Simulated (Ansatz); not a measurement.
# Pd (Fm-3m, 1 atom in the cell): phonons and vibrational spectra

Aim: the phonons of Pd (Fm-3m, 1 atom in the cell) at a cell relaxed beforehand at this level.

Program: Ansatz 0.2.0. Level of theory: DFT PBE, scalar-relativistic, plane waves, PAW. Results are calculated unless marked as measured.

### 1. Starting point

It takes space group Fm-3m (No. 225, cubic). The conventional cell has a = 3.942 Å, b = 3.942 Å, c = 3.942 Å, α = 90.00°, β = 90.00°, γ = 90.00°. Pd has 12 Pd at 2.79 Å nearest.

### 2. The dispersion

The cell comes from relaxations at this level that are not shown. Stability and thermal properties need the whole zone. Linear response on a 4×4×4 q mesh gives force constants as far as a supercell of that size would.

The input, input.yaml:

```yaml
crystal:
  lattice:
    - [0.0, 1.971071988, 1.971071988]
    - [1.971071988, 0.0, 1.971071988]
    - [1.971071988, 1.971071988, 0.0]
  atoms:
    - { symbol: Pd, position: [0.0, 0.0, 0.0] }
kpoints:
  mp_grid: { grid: [20, 20, 20] }
hamiltonian:
  xc: pbe
scf:
  occupations: { method: methfessel_paxton, width: 0.2 }
output:
  eigenvalues: true
phonons:
  method: dfpt
  qmesh: [4, 4, 4]
  temperatures: { t_max: 1000, t_step: 50 }
  qpath:
    path:
      - [[0.0, 0.0, 0.0], [0.5, 0.0, 0.5], [0.625, 0.25, 0.625]]
      - [[0.375, 0.375, 0.75], [0.0, 0.0, 0.0], [0.5, 0.5, 0.5], [0.5, 0.25, 0.75], [0.5, 0.0, 0.5]]
    npoints: 10
```

Command:

```
ansatz run input.yaml --threads 4 --pin off --max-ram 7168MiB --backend cpu --events-out ev --progress --plain --runs-dir out
```

Numbers of over 12 decimals in the logs are rounded to 6 here.

What it wrote:

```text
Engine: ansatz 0.2.0, aarch64-unknown-linux-gnu
Pseudopotentials: kind: paw
Pseudopotential: Pd, paw, valence charge 18, recommended cutoff 420 eV (normal), Pd.paw.azcp
Functional definition: PBE
  parameter kappa = 0.804
  parameter beta = 0.066725
  exchange = pbe_x(kappa = kappa, mu = beta*pi^2/3)
  correlation = pbe_c(beta = beta)
Crystal: 1 atoms, lattice volume = 15.316 Å³
Basis set: ecut = 420 eV, 307 PW (Γ), exchange–correlation on 40×40×40 points (8 copies of the dense FFT grid, shifted against one another)
Bands: 13, of which v1, the nominal top of the filled ones, is band 9 counted from 1 (8 counted from 0)
Symmetry: 48 space group operations
k-points: 256 of 8000
Non-local potential: Pd, projectors of the file, l = 0: 2, l = 1: 2, l = 2: 2, l = 3: 1
PAW form: soft (Blöchl's): semilocal exchange-correlation on the pseudo side does not see the compensation charge
PAW one-centre angular grid: Pd, 590 points (default); XC on 64 Gauss nodes
Initial density: superposition of atomic densities (neutral atoms: chi_scale 0, normalization atom), corrected by the library's trained network
Initial wavefunctions: pseudopotential atomic-orbital guess
Functional: x = pbe(κ = 0.804, μ = 0.219515), c = pbe(β = 0.066725)
SCF iter   1: F=—  HF=-6972.848264 eV  |F-HF|=—  |Δ(HF+E_count)|=         —  Δρ=4.57e-3  dr2=1.01e-3  ethr=1.77e-3  ⟨swp⟩=4.9  Hψ=18007  notcnv=0
preconditioner: auto → none  [metal: Δε(μ)=0.003 eV  Ē_g=13.890 eV  σ=0.200 eV  W_gap=0.01  n_scr=8 (ndim 8)  ℏωp=30.0 eV  f_vac=0.000  D(μ)=2.79/eV (n_scr^D=58)  sad-step TF]
SCF iter   2: F=—  HF=-6972.848255 eV  |F-HF|=—  |Δ(HF+E_count)|=   9.25e-6  S|Δr|=    0.00e0  Δρ=2.26e-3  dr2=1.57e-4  ethr=5.59e-6  ⟨swp⟩=1.5  Hψ=5764  notcnv=0
SCF iter   3: F=—  HF=-6972.848360 eV  |F-HF|=—  |Δ(HF+E_count)|=   1.05e-4  S|Δr|=    0.00e0  Δρ=6.24e-4  dr2=4.70e-5  ethr=8.72e-7  ⟨swp⟩=1.1  Hψ=3414  notcnv=0
SCF iter   4: F=—  HF=-6972.848353 eV  |F-HF|=—  |Δ(HF+E_count)|=   6.42e-6  S|Δr|=    0.00e0  Δρ=9.30e-5  dr2=4.50e-7  ethr=2.61e-7  ⟨swp⟩=2.1  Hψ=4455  notcnv=0
SCF iter   5: F=—  HF=-6972.848351 eV  |F-HF|=—  |Δ(HF+E_count)|=   2.36e-6  S|Δr|=    0.00e0  Δρ=3.07e-5  dr2=6.55e-8  ethr=2.50e-9  ⟨swp⟩=2.8  Hψ=5958  notcnv=0
SCF iter   6: F=—  HF=-6972.848351 eV  |F-HF|=—  |Δ(HF+E_count)|=   1.27e-8  S|Δr|=    0.00e0  Δρ=8.37e-6  dr2=5.65e-9  ethr=3.64e-10  ⟨swp⟩=1.0  Hψ=3328  notcnv=0
SCF iter   7: F=-6972.848351 eV  HF=-6972.848351 eV  |F-HF|=0.00e0  |Δ(HF+E_count)|=   1.45e-9  S|Δr|=    0.00e0  Δρ=1.34e-7  dr2=1.42e-12  ethr=1.00e-12  ⟨swp⟩=4.6  Hψ=15310  notcnv=0
SCF 1 converged in 7 iterations: F = -6972.848351 eV  dr2 = 1.42e-12
  greatest PAW one-centre occupation: 0.999 electrons in one spin orbital (limit 2), on the Pd atom at site 0 (counted from 0), in its partial waves of l = 0
NSCF: frozen V_eff on 256 k-points
NSCF: frozen V_eff on 641 k-points
DFPT response loops at q = (0, 0, 0) (fractional): preconditioner auto → Kerker (q_TF=auto, 2.803 Å⁻¹) (partly filled bands, converged f_vac=0.000); β = 1.00, the filter's whole step (`scf.mixing.beta` (0.50) is not read by the response loops under this deck's `scf.mixing.preconditioner`; to damp them name `kerker` or `kerker_dos`, under which they read `scf.mixing.beta`, and type it under 1.00, their step now; both keys bind the ground state too); Broyden in place of MSR1
NSCF: frozen V_eff on 8400 k-points
DFPT response loops at q = (0, 0, 0.25) (fractional): mixed as the last ones told, above
NSCF: frozen V_eff on 4224 k-points
DFPT response loops at q = (0, 0, -0.5) (fractional): mixed as the last ones told, above
NSCF: frozen V_eff on 4420 k-points
DFPT response loops at q = (0, 0.25, 0.25) (fractional): mixed as the last ones told, above
NSCF: frozen V_eff on 16000 k-points
DFPT response loops at q = (0, 0.25, -0.5) (fractional): mixed as the last ones told, above
NSCF: frozen V_eff on 8400 k-points
DFPT response loops at q = (0, 0.25, -0.25) (fractional): mixed as the last ones told, above
NSCF: frozen V_eff on 2332 k-points
DFPT response loops at q = (0, -0.5, -0.5) (fractional): mixed as the last ones told, above
NSCF: frozen V_eff on 4420 k-points
DFPT response loops at q = (0.25, -0.5, -0.25) (fractional): mixed as the last ones told, above
SCF converged after 7 iterations
Stability not checked: this state was not tested for a lower state beside it, because cold or Methfessel-Paxton smearing, or corrected tetrahedra, fill the levels in a way that the test cannot read (fill_not_monotonic; see scf.lower_state_search)
Free energy (F): -6972.848351 eV
Harris-Foulkes:  -6972.848351 eV  (|F-HF|=0.00e0)
Internal energy: -6972.840846 eV  (E = F + TS)
E sigma→0 (E₀):  -6972.846475 eV
Entropy (-TS):   -0.007505 eV (-7.505 meV/atom)
Fermi energy:    18.819536 eV
--- Per-component energies (eV) ---
  E_band       = -151.834013
  E_kinetic    = 513.100314
  E_local      = -1801.361790  (includes V_loc(G=0)·N_el)
  E_nonlocal   = 217.176850
  E_hartree    = 729.966082
  E_xc         = -168.480431
  E_vxc        = -211.359658  (∫ρ·V_xc dr)
  E_paw        = -3750.174514  (= ΣΔE_a)
  E_vpaw       = -329.322030  (= ΣTr[D̂ρ^β])
  E_aug_tail   = 0.000199  (compensation charges beyond the density's cutoff)
  E_ewald      = -2713.067557
  E_smearing   = -0.007505  (= −TS)
  E_closure    = 0.000000  (closes the sum)
  Σ components = -6972.848351   (vs F -6972.848351, Δ=0.00e0)
--- Band table (eV; the first three rows and the last of 256) ---
  k-point 0: bands = [... 5 lower, 16.1523, 16.1523, 16.1523, 17.6684, 17.6684, 35.8321, 40.3417, 40.3417]
  k-point 1: bands = [... 5 lower, 16.1217, 16.1826, 16.1826, 17.6539, 17.6539, 35.9222, 39.7405, 40.4385]
  k-point 2: bands = [... 5 lower, 16.0422, 16.2641, 16.2641, 17.6210, 17.6210, 36.1277, 38.4468, 40.7150]
  k-point 255: bands = [... 5 lower, 15.6418, 15.6418, 17.5861, 19.0990, 27.5265, 27.5265, 28.8667, 30.1504]
--- Phonons (Γ-DFPT): 1 representative perturbation + reference (Σ response iterations 3) ---
  ASR residual: 7.696e-5 → 0.000e0 eV/Å²; symmetrization residual: 1.364e-11 eV/Å²
  ASR residual per site (eV/Å²): 7.70e-5
  Γ frequencies (cm⁻¹): 0.00 0.00 0.00
--- Phonons (arbitrary-q DFPT): 8 irreducible q on the 4×4×4 mesh ---
  q = [0.0000, 0.0000, 0.0000] (star 1, of the zone-centre solve; hermiticity 5.30e-9, symmetrization 1.77e-7): -0.00 -0.00 -0.00
  q = [0.0000, 0.0000, 0.2500] (star 8, 1 solved perturbation on 4200 of 8000 k-point pairs; hermiticity 3.35e-13, symmetrization 2.36e-12): 64.06 64.06 151.67
  q = [0.0000, 0.0000, -0.5000] (star 4, 1 solved perturbation on 2112 of 8000 k-point pairs; hermiticity 1.28e-8, symmetrization 6.38e-9): 106.18 106.18 216.39
  q = [0.0000, 0.2500, 0.2500] (star 6, 2 solved perturbations in 3420 linear systems a pass and spin channel, the states on 2210 of 8000 k-point pairs; hermiticity 1.78e-13, symmetrization 1.73e-13): 97.92 97.92 148.50
  q = [0.0000, 0.2500, -0.5000] (star 24, 2 solved perturbations in 12200 linear systems a pass and spin channel, the states on 8000 of 8000 k-point pairs; hermiticity 6.58e-7, symmetrization 8.33e-8): 123.72 137.54 197.08
  q = [0.0000, 0.2500, -0.2500] (star 12, 2 solved perturbations in 6410 linear systems a pass and spin channel, the states on 4200 of 8000 k-point pairs; hermiticity 6.53e-14, symmetrization 1.10e-13): 89.59 137.29 183.84
  q = [0.0000, -0.5000, -0.5000] (star 3, 2 solved perturbations in 1807 linear systems a pass and spin channel, the states on 1166 of 8000 k-point pairs; hermiticity 5.07e-9, symmetrization 2.90e-9): 146.32 146.32 208.82
  q = [0.2500, -0.5000, -0.2500] (star 6, 2 solved perturbations in 3326 linear systems a pass and spin channel, the states on 2210 of 8000 k-point pairs; hermiticity 4.81e-9, symmetrization 2.41e-9): 134.40 175.50 175.50
  sum rule: each row above includes the acoustic sum rule's correction from the zone centre's row sums; it moved no ω² by more than (0.44 cm⁻¹)²
  mesh force constants: q→R imaginary residual 0.00e0; ASR residual 7.696e-5 → 0.000e0 eV/Å²; symmetrization residual 7.105e-15 eV/Å²
  interpolated dispersion: 62 rows × 3 modes
  density of states and harmonic sums: on the 28×28×28 q-mesh, interpolated from the force constants of a 4×4×4 supercell (no non-analytic term)
  largest difference from the sums on the solved wave vectors: F 1.30e-2 eV, S 1.71e-5 and C_V 4.03e-6 eV/K
  zero-point energy: 0.025607 eV/cell   skipped modes (ω ≤ 0): 3   left out of the sums: 4.56e-5 of the cell's modes: C_V's classical limit lies that fraction below 3 k_B per atom; for a crystal, a wire or a layer, F and S can be off by more, and a phonons.interpolated_qmesh denser along its periods is the remedy for the sampling
```

It took 2.1 min on 4 threads of Arm Neoverse V2, shared host; peak memory 3.6 GiB; 8.1 min of CPU time.

This step gave:

- volume per atom: 15.32 Å³
- gap on the k-mesh: 0 eV
- sum-rule residual before enforcement: 7.70e-5 eV/Å²
- lowest frequency on the path: 0 cm⁻¹
- highest frequency on the path or at a solved wavevector: 216.4 cm⁻¹
- mean frequency: 137.7 cm⁻¹
- Debye temperature (second moment): 268 K
- logarithmic mean frequency: 129.7 cm⁻¹
- lowest mode on the q mesh (acoustic modes at Γ apart): 64.06 cm⁻¹
- zero-point energy per atom: 25.61 meV
- heat capacity at 300 K: 23.98 J/(mol atoms K)
- vibrational entropy at 300 K: 37.28 J/(mol atoms K)

Frequencies (cm⁻¹) solved at each irreducible wavevector; negative means imaginary. Frequencies by wavevector, by row:

| q in reciprocal lattice units | star | mode 1 | mode 2 | mode 3 |
| --- | --- | --- | --- | --- |
| 0 0 0 | 1 | 0 | 0 | 0 |
| 0 0 0.25 | 8 | 64.1 | 64.1 | 151.7 |
| 0 0 -0.5 | 4 | 106.2 | 106.2 | 216.4 |
| 0 0.25 0.25 | 6 | 97.9 | 97.9 | 148.5 |
| 0 0.25 -0.5 | 24 | 123.7 | 137.5 | 197.1 |
| 0 0.25 -0.25 | 12 | 89.6 | 137.3 | 183.8 |
| 0 -0.5 -0.5 | 3 | 146.3 | 146.3 | 208.8 |
| 0.25 -0.5 -0.25 | 6 | 134.4 | 175.5 | 175.5 |

Interpolated from a 4×4×4 q mesh. The phonon branches at the labelled points (cm⁻¹):

| point | branch 1 | branch 2 | branch 3 |
| --- | --- | --- | --- |
| Γ | 0 | 0 | 0 |
| halfway | 98 | 98 | 148 |
| X | 146 | 146 | 209 |
| halfway | 142 | 151 | 204 |
| U | 131 | 165 | 189 |
| jump to K | 131 | 165 | 189 |
| halfway | 64 | 105 | 165 |
| Γ | 0 | 0 | 0 |
| halfway | 64 | 64 | 152 |
| L | 106 | 106 | 216 |
| halfway | 115 | 141 | 199 |
| W | 134 | 176 | 176 |
| halfway | 141 | 154 | 199 |
| X | 146 | 146 | 209 |

The phonon branches as a text plot (rows in cm⁻¹):

```
    212 |            **                         *****           *
    203 |         ***  **                      *     **       **
    194 |                *                    *        *    **
    185 |        *        * ***                         *  *
    176 |                  *   *             *           **
    167 |       *         *     *                          *
    158 |               **  *                           *   **
    149 |      *    ****                    *          *      ***
    140 |         **   **    **  *                    *     ***
    131 |        *       **                          *   ***
    122 |    **            *   *           *        *  **
    113 |       *           *     **               ****
    104 |                       *               ****
     95 |   *  *             **           *    *
     86 |                        *            *
     77 |    **                *    *        *
     68 |  *                    * **     *  *
     59 |   *
     50 |                        *         *
     41 |  *                        **    *
     32 | *                       **    *
     23 | *                         **   *
     14 |                            *  *
      5 |*                            **
         Γ           X  U|K            Γ         L        W     X
```

Tetrahedra on a 28×28×28 mesh, mean over bins of 2 cm-1. Interpolated from a 4×4×4 q mesh. The phonon density of states by wavenumber; read off at these points:

wavenumber (cm⁻¹), phonon density of states (1/cm⁻¹/cell) and a bar:
```
      5.0     0.0000 
     10.0     0.0002 
     15.0     0.0004 
     20.0     0.0008 #
     25.0     0.0012 #
     30.0     0.0016 #
     35.0     0.0022 ##
     40.0     0.0027 ##
     45.0     0.0033 ###
     50.0     0.0040 ###
     55.0     0.0047 ####
     60.0     0.0055 ####
     65.0     0.0064 #####
     70.0     0.0075 ######
     75.0     0.0086 #######
     80.0     0.0099 ########
     85.0     0.0115 #########
     90.0     0.0133 ##########
     95.0     0.0158 ############
    100.0     0.0192 ###############
    105.0     0.0258 ####################
    107.0     0.0305 ########################
    110.0     0.0299 #######################
    115.0     0.0292 #######################
    120.0     0.0290 #######################
    125.0     0.0290 #######################
    130.0     0.0291 #######################
    135.0     0.0269 #####################
    140.0     0.0227 ##################
    145.0     0.0201 ################
    150.0     0.0185 ##############
    155.0     0.0171 #############
    160.0     0.0155 ############
    165.0     0.0137 ###########
    170.0     0.0113 #########
    175.0     0.0065 #####
    180.0     0.0149 ############
    185.0     0.0280 ######################
    190.0     0.0343 ###########################
    195.0     0.0386 ##############################
    200.0     0.0216 #################
    205.0     0.0132 ##########
    210.0     0.0060 #####
    215.0     0.0021 ##
```

Second derivatives of the energy by pair, one row for each kind of neighbour of each atom listed. Each entry sums the pair over the periodic images of the supercell that the q mesh stands for, and in a polar crystal it holds the long-range dipole part too. Force constants by pair, by row:

| atom | neighbour | distance (Å) | third of the trace (eV/Å²) | along the pair's line (eV/Å²) |
| --- | --- | --- | --- | --- |
| Pd1 | itself | 0 | 8.14 | – |
| Pd1 | Pd | 2.788 | -0.6741 | -2.268 |
| Pd1 | Pd | 3.942 | -0.039 | -0.1018 |
| Pd1 | Pd | 4.828 | -0.0195 | -0.0823 |
| Pd1 | Pd | 5.575 | 0.1066 | 0.2331 |
| Pd1 | Pd | 6.233 | 0.0084 | 0.0167 |
| Pd1 | Pd | 6.828 | -0.0316 | -0.0316 |

Harmonic thermodynamic functions per atom, from the density of states. Interpolated from a 4×4×4 q mesh. Thermodynamic functions, by row:

| T (K) | F_vib (meV/atom) | S (J/mol-atom/K) | C_V (J/mol-atom/K) |
| --- | --- | --- | --- |
| 0 | 25.61 | 0 | 0 |
| 50 | 25.03 | 3.93 | 8.705 |
| 100 | 20.56 | 13.33 | 18 |
| 200 | -1.31 | 27.76 | 22.85 |
| 300 | -35.31 | 37.28 | 23.98 |
| 400 | -77.72 | 44.25 | 24.39 |
| 500 | -126.5 | 49.71 | 24.59 |
| 600 | -180.4 | 54.2 | 24.7 |
| 700 | -238.6 | 58.02 | 24.76 |
| 800 | -300.5 | 61.33 | 24.8 |
| 900 | -365.6 | 64.25 | 24.83 |
| 1000 | -433.6 | 66.87 | 24.85 |

Harmonic mean-square displacement, third of the trace. Interpolated from a 4×4×4 q mesh. Mean square displacements, by row:

| T (K) | Pd1 U_eq (Å²) |
| --- | --- |
| 0 | 0.00133 |
| 100 | 0.00243 |
| 300 | 0.00636 |
| 600 | 0.01253 |

Symmetry leaves 8 wavevectors to solve. The lowest mode among them, the acoustic zeros apart, lies at q = (0, 0, 0.25) and is real, 64.1 cm⁻¹.

(Continued in part 2 of 2.)

[Logs are printed without paths, hosts, clocks, repeated set-up lines and the standing remarks that a program may print on its own settings, such as how far it seeks lower states.]

[Hosts, paths, dates, database ids (printed as entryN), source tags and the programs' standing remarks are cut or masked in the printed files.]
